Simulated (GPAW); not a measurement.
Consider ZnNi (Pm-3m).

```cif
data_structure
_symmetry_space_group_name_H-M 'P 1'
_symmetry_Int_Tables_number 1
_cell_length_a 2.9083
_cell_length_b 2.9083
_cell_length_c 2.9083
_cell_angle_alpha 90.000
_cell_angle_beta 90.000
_cell_angle_gamma 90.000
_cell_volume 24.60
loop_
_atom_site_label
_atom_site_type_symbol
_atom_site_fract_x
_atom_site_fract_y
_atom_site_fract_z
_atom_site_occupancy
Zn1 Zn 0.50000 0.50000 0.50000 1
Ni2 Ni 0.00000 0.00000 0.00000 1
```

Absorber: atom 1, with 8 Ni at 2.52 Å and 6 Zn at 2.91 Å (cube and octahedron, as in bcc, site symmetry m-3m). Method: GPAW, LDA, excited-electron core hole (neutral cell), 16-atom cell with 5.8 Å between holes, 3×3×3 k points, dipole transitions, Gaussian full width 1.67 eV up to 4 eV, rising linearly to 3.5 eV at 25 eV.

The database entry behind the starting cell is an old determination (1936), so it need not match the best structure at ambient conditions.

**Question.** Where do the maxima of the Zn K edge fall?

Main maxima up to 30 eV above the zero (height): 1.0 eV (0.60), 8.4 eV (1.49), 12.4 eV (1.28), 17.0 eV (1.48) and 23.8 eV (0.94). A K edge sees empty p states on the absorber. The total-energy difference is 9640.35 eV. The tabulated edge of the element is 9659 eV. The functional leaves an error in such absolute values: in the free atom LDA prices this hole 19.1 eV below PBE (computed apart), and PBE is itself good to a few eV.

The Zn K spectrum (energy from the lowest empty level; intensity scaled to a mean of 1 over the first 20 eV):

| E (eV) | intensity |
| --- | --- |
| -2.0 | 0.00 |
| -1.0 | 0.04 |
| 0.0 | 0.29 |
| 1.0 | 0.60 |
| 2.0 | 0.39 |
| 3.0 | 0.38 |
| 4.0 | 0.79 |
| 5.0 | 1.01 |
| 6.0 | 1.10 |
| 7.0 | 1.24 |
| 8.0 | 1.46 |
| 9.0 | 1.41 |
| 10.0 | 1.12 |
| 11.0 | 0.96 |
| 12.0 | 1.22 |
| 13.0 | 1.21 |
| 14.0 | 0.93 |
| 15.0 | 0.95 |
| 16.0 | 1.28 |
| 17.0 | 1.48 |
| 18.0 | 1.19 |
| 19.0 | 0.72 |
| 20.0 | 0.54 |
| 21.0 | 0.63 |
| 22.0 | 0.80 |
| 23.0 | 0.91 |
| 24.0 | 0.94 |
| 25.0 | 0.92 |
| 26.0 | 0.91 |
| 27.0 | 0.88 |
| 28.0 | 0.80 |
| 29.0 | 0.77 |
| 30.0 | 0.87 |
| 31.0 | 1.06 |
| 32.0 | 1.19 |

The hole lies in one spin channel, while the script sums the empty states of both and takes the lower zero; where the two channels are split, this blurs and shifts the curve. The script folds with a Gaussian, whereas the core hole's own line is a Lorentzian, so the onset is too steep and the first peak too high. The starting moments shrank to 0.01 μB or less, so this is hardly a magnetic state. The holes are only 5.8 Å apart, so the shape is probably not converged with cell size; no larger cell was run here. The mesh is coarse (0.36 Å⁻¹ between points), so small maxima may be mesh ripples. The structure is a published determination, not relaxed.

[Banner, clock and machine lines of the logs are left out without a mark of their own.]

[Logs are printed without paths, hosts, clocks, repeated set-up lines and the standing remarks that a program may print on its own settings, such as how far it seeks lower states.]

[Hosts, paths, dates, database ids (printed as entryN), source tags and the programs' standing remarks are cut or masked in the printed files.]

[Lists of maxima count a maximum above −3 eV only where it reaches 4 % of the highest in the window and stands out from its surroundings by 2 % of it (1.5 % where it reaches 55 %); shoulders and weaker maxima are passed over, and of the rest the first, up to two pre-edge ones and the few strongest are named.]
